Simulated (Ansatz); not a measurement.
# LiCl (Fm-3m): band gap by G0W0 on PBE

Aim: the quasiparticle gap of LiCl (Fm-3m), starting from PBE.

Calculated with Ansatz 0.2.0; PBE, then G0W0 on it, plane waves, PAW.

## 1. The starting structure

The structure is cubic, space group Fm-3m (No. 225). The conventional cell has a = 5.143 Å, b = 5.143 Å, c = 5.143 Å, α = 90.00°, β = 90.00°, γ = 90.00°. Nearest to Li lie 6 Cl at 2.57 Å. Nearest to Cl lie 6 Li at 2.57 Å. Farther neighbours and most contacts between anions are not listed.

The cell and positions come from the Crystallography Open Database and are kept as given unless a step says otherwise.

## 2. Bands along the symmetry lines

Levels along a band path and on the mesh show where this functional puts the band edges.

This step: DFT, PBE, plane waves, PAW; PAW set soft_1.

The input, input.yaml:

```yaml
crystal:
  lattice:
    - [0.0, 2.5715, 2.5715]
    - [2.5715, 0.0, 2.5715]
    - [2.5715, 2.5715, 0.0]
  atoms:
    - { symbol: Li, position: [0.0, 0.0, 0.0] }
    - { symbol: Cl, position: [0.5, 0.5, 0.5] }
kpoints:
  mp_grid: { grid: [8, 8, 8] }
  band_path:
    path:
      - [[0.0, 0.0, 0.0], [0.5, 0.0, 0.5], [0.625, 0.25, 0.625]]
      - [[0.375, 0.375, 0.75], [0.0, 0.0, 0.0], [0.5, 0.5, 0.5], [0.5, 0.25, 0.75], [0.5, 0.0, 0.5]]
    npoints: 10
hamiltonian:
  xc: pbe
  pseudopotentials: { kind: paw, azcp: { folder: soft_1 } }
scf:
  occupations: { method: fermi_dirac, width: 0.02 }
  n_extra_bands: 4
output:
  eigenvalues: true
```

Run with:

```bash
ansatz run input.yaml --threads 24 --pin off --max-ram 82944MiB --backend cuda --events-out ev --progress --plain --runs-dir out --devices 1 --max-vram 78GiB
```

Numbers of over 12 decimals in the logs are rounded to 6 here.

What it wrote:

```text
scf.n_extra_bands = 4 over 5 filled bands (N_el = 10.0): the run solves 9 bands
GPUs: using 1 of 1 available (devices: 1).
Engine: ansatz 0.2.0, aarch64-unknown-linux-gnu
Pseudopotentials: kind: paw
Pseudopotential: Li, paw, valence charge 3, recommended cutoff 420 eV (normal), soft_1/Li.paw.azcp
Pseudopotential: Cl, paw, valence charge 7, recommended cutoff 420 eV (normal), soft_1/Cl.paw.azcp
Functional definition: PBE
  parameter kappa = 0.804
  parameter beta = 0.066725
  exchange = pbe_x(kappa = kappa, mu = beta*pi^2/3)
  correlation = pbe_c(beta = beta)
device memory: the entry about to start is reckoned to put 0.6 GiB on a device that reports 182.5 GiB free (of which the cap on the GPU budget leaves the run 78.0 GiB)
GPU FFT provider: cuFFT
GPU libraries: cuBLAS 13.8.1, cuFFT 12.4.0, cuSOLVER 12.3.2
GPU matrix products: emulated (plane waves: as basis.precision tells), large ones in fixed point in workspaces of 1.00 GiB
Crystal: 2 atoms, lattice volume = 34.009 Å³
Basis set: ecut = 420 eV, 645 PW (Γ)
Bands: 9, of which v1, the nominal top of the filled ones, is band 5 counted from 1 (4 counted from 0)
Symmetry: 48 space group operations
Space group: Fm-3m (ITA 225), of the structure as read, at distance tolerance 3.2e-5 Å
k-points: 29 of 512
Non-local potential: Li, projectors of the file, l = 0: 3, l = 1: 2, l = 2: 1
Non-local potential: Cl, projectors of the file, l = 0: 2, l = 1: 2, l = 2: 1
PAW form: soft (Blöchl's): semilocal exchange-correlation on the pseudo side does not see the compensation charge
PAW one-centre angular grid: Li, 110 points (default); XC on 96 Gauss nodes
PAW one-centre angular grid: Cl, 110 points (default); XC on 64 Gauss nodes
Initial density: superposition of atomic densities (chi_scale 0.1, normalization cell, long waves kept (reshape's long-wave potential 0.00 eV rms))
Initial wavefunctions: pseudopotential atomic-orbital guess
GPU buffer pool allocated for 15625 grid points (all kernels)
GPU transforms: local potential and band sums: pruned to the plane-wave sphere, on 25×25×25
Functional: x = pbe(κ = 0.804, μ = 0.219515), c = pbe(β = 0.066725)
SCF iter   1: F=—  HF=-1287.810545 eV  |F-HF|=—  |Δ(HF+E_count)|=         —  Δρ=2.86e-2  dr2=1.94e-1  ethr=3.10e-3  ⟨swp⟩=6.2  Hψ=2162  notcnv=0
preconditioner: auto → none  [insulator: Δε(μ)=5.859 eV  Ē_g=13.747 eV  σ=0.020 eV  W_gap=1.00  n_scr=8 (ndim 8)  ℏωp=18.0 eV  f_vac=0.000  D(μ)=0.00/eV (n_scr^D=0)  ε∞_Penn≈2.7]
SCF iter   2: F=—  HF=-1287.825932 eV  |F-HF|=—  |Δ(HF+E_count)|=   1.54e-2  Δρ=1.36e-2  dr2=4.20e-2  ethr=1.94e-3  ⟨swp⟩=2.1  Hψ=611  notcnv=0
SCF iter   3: F=—  HF=-1287.835441 eV  |F-HF|=—  |Δ(HF+E_count)|=   9.51e-3  Δρ=2.77e-3  dr2=2.34e-3  ethr=4.20e-4  ⟨swp⟩=2.1  Hψ=470  notcnv=0
SCF iter   4: F=—  HF=-1287.835115 eV  |F-HF|=—  |Δ(HF+E_count)|=   3.26e-4  Δρ=4.64e-4  dr2=4.80e-5  ethr=2.34e-5  ⟨swp⟩=2.6  Hψ=471  notcnv=0
SCF iter   5: F=—  HF=-1287.835172 eV  |F-HF|=—  |Δ(HF+E_count)|=   5.71e-5  Δρ=7.88e-5  dr2=2.80e-6  ethr=4.80e-7  ⟨swp⟩=2.6  Hψ=409  notcnv=0
SCF iter   6: F=-1287.835171 eV  HF=-1287.835171 eV  |F-HF|=1.16e-10  |Δ(HF+E_count)|=   9.66e-7  Δρ=7.29e-6  dr2=1.38e-8  ethr=1.00e-9  ⟨swp⟩=2.5  Hψ=1156  notcnv=0
SCF 1 converged in 6 iterations: F = -1287.835171 eV  dr2 = 1.38e-8
  greatest PAW one-centre occupation: 1.000 electrons in one spin orbital (limit 2), on the Li atom at site 0 (counted from 0), in its partial waves of l = 0
device memory: the entry about to start is reckoned to put 0.6 GiB on a device that reports 182.5 GiB free (of which the cap on the GPU budget leaves the run 78.0 GiB)
NSCF: frozen V_eff on 62 k-points, pencils in batches of 32, up to order 44
SCF converged after 6 iterations
Free energy (F): -1287.835171 eV
Harris-Foulkes:  -1287.835171 eV  (|F-HF|=1.16e-10)
Internal energy: -1287.835171 eV  (E = F + TS)
E sigma→0 (E₀):  -1287.835171 eV
Fermi energy:    4.786985 eV
--- Per-component energies (eV) ---
  E_band       = -104.012683
  E_kinetic    = 169.914638
  E_local      = -328.895451  (includes V_loc(G=0)·N_el)
  E_nonlocal   = 11.492119
  E_hartree    = 96.616510
  E_xc         = -117.311181
  E_vxc        = -129.219709  (∫ρ·V_xc dr)
  E_paw        = -683.307939  (= ΣΔE_a)
  E_vpaw       = -20.539162  (= ΣTr[D̂ρ^β])
  E_aug_tail   = 0.000363  (compensation charges beyond the density's cutoff)
  E_ewald      = -436.344230
  E_smearing   = -0.000000  (= −TS)
  E_closure    = 0.000000  (closes the sum)
  Σ components = -1287.835171   (vs F -1287.835171, Δ=0.00e0)
--- Band table (eV; the first three rows and the last of 29) ---
  k-point 0: bands = ["-41.9035", "-11.7520", "1.6181", "1.6181", "1.6181", "7.9052", "13.4049", "13.4049", "13.4049"]
  k-point 1: bands = ["-41.9032", "-11.6777", "1.0975", "1.5777", "1.5777", "8.3666", "12.6667", "13.3245", "13.3245"]
  k-point 2: bands = ["-41.9022", "-11.4888", "0.0552", "1.4855", "1.4855", "8.8038", "12.2204", "12.2204", "12.5121"]
  k-point 28: bands = ["-41.9001", "-10.9627", "-0.4718", "-0.4718", "0.5713", "11.0752", "11.7010", "11.9795", "11.9795"]
```

Elapsed: 0.97 s, on 1 × NVIDIA GB200 (shared by 2 runs) with 24 threads of Arm Neoverse V2, shared host; peak memory 0.97 GiB; 1.6 s of CPU time.

The column dr2 measures how far the density is from self-consistency, as an energy; F and HF (Harris–Foulkes) agree once it is small.

Numbers from this step:

```
filled bands         : 5
gap                  : 6.284 eV
valence top at       : k = (0.075, 0.075, 0.150)
conduction bottom at : Γ
least direct gap     : 6.287 eV
```

Over mesh and path the gap is 6.284 eV, from k = (0.075, 0.075, 0.150) to k = Γ. The least direct gap found is 6.287 eV, at k = Γ. On the 8×8×8 mesh alone the same run gives 6.287 eV, so that mesh misses an edge of PBE: 6.287 − 6.284 = +0.003 eV.

Electronic bands along the path, in eV, zero at the top of the highest nominally filled band; v1 is the highest filled band, c1 the lowest empty one:

| point | v4 | v3 | v2 | v1 | c1 | c2 | c3 | c4 |
| --- | --- | --- | --- | --- | --- | --- | --- | --- |
| Γ | -13.37 | 0.00 | 0.00 | 0.00 | 6.28 | 11.78 | 11.78 | 11.78 |
| halfway | -13.01 | -1.50 | -0.58 | -0.58 | 8.48 | 9.48 | 9.67 | 12.42 |
| X | -12.58 | -2.86 | -1.09 | -1.09 | 7.81 | 8.25 | 12.37 | 14.06 |
| halfway | -12.58 | -2.75 | -1.31 | -1.02 | 7.94 | 8.68 | 12.06 | 13.04 |
| U | -12.60 | -2.45 | -1.76 | -0.82 | 8.03 | 9.85 | 11.37 | 11.65 |
| jump to K | -12.60 | -2.45 | -1.76 | -0.82 | 8.03 | 9.85 | 11.37 | 11.65 |
| halfway | -13.00 | -1.70 | -0.86 | -0.09 | 7.91 | 10.02 | 10.28 | 10.77 |
| Γ | -13.37 | 0.00 | 0.00 | 0.00 | 6.28 | 11.78 | 11.78 | 11.78 |
| halfway | -13.11 | -1.57 | -0.14 | -0.14 | 7.18 | 10.60 | 10.60 | 10.89 |
| L | -12.81 | -2.79 | -0.26 | -0.26 | 6.73 | 9.43 | 9.43 | 12.89 |
| halfway | -12.70 | -2.52 | -1.29 | -0.57 | 8.17 | 9.25 | 10.46 | 11.65 |
| W | -12.58 | -2.09 | -2.09 | -1.05 | 9.45 | 10.08 | 10.36 | 10.36 |
| halfway | -12.58 | -2.65 | -1.42 | -1.07 | 8.29 | 8.90 | 11.76 | 12.07 |
| X | -12.58 | -2.86 | -1.09 | -1.09 | 7.81 | 8.25 | 12.37 | 14.06 |

The electronic bands as a text plot (rows in eV, shown from -8.0 to 10.4 only):

```
   10.0 |    ++++        ++  +++++           +++   +++   +++
    9.2 |      ++       +                       ++++++++++++++
    8.4 |      +++++++++   +++++                      ++    +++++
    7.7 |    ++   +++++++++     ++                  ++         ++
    6.9 |  ++                     +++    +++++++++++
    6.2 |++                          ++++
    5.4 |
    4.6 |
    3.9 |
    3.1 |
    2.3 |
    1.6 |
    0.8 |
    0.0 |****                ***********************
   -0.7 |   *****************   *****    **        **************
   -1.5 |      *      ***** ******         **         ***   ****
   -2.3 |       ****     *******             ***     *********
   -3.0 |           *****                       *****         ***
   -3.8 |
   -4.6 |
   -5.3 |
   -6.1 |
   -6.9 |
   -7.6 |
         Γ           X  U|K            Γ         L        W     X
```

(Continued in part 2 of 2.)

[Paths, hosts, dates, memory and timing lines, banners, echoed tables and standing remarks are left out of the program output.]

[Logs are printed without paths, hosts, clocks, repeated set-up lines and the standing remarks that a program may print on its own settings, such as how far it seeks lower states.]

[Runs of the session that timed out or met a known fault of the program may be left out.]

[Cells called generated may have been cut or substituted from an entry of the Crystallography Open Database or the Materials Project.]

[Hosts, paths, dates, database ids (printed as entryN), source tags and the programs' standing remarks are cut or masked in the printed files.]

[Where an RPA ε∞ is given, it is that of the G0W0 mesh and is not shown converged in it. Names of k-points follow the symmetry that the program found, which can be lower than the space group named. Band edges on a path are those of the sampled points; other points can move an edge, and change direct to indirect where valleys lie close.]

[Hybrid gaps are those of their k-mesh and are not shown converged in it.]
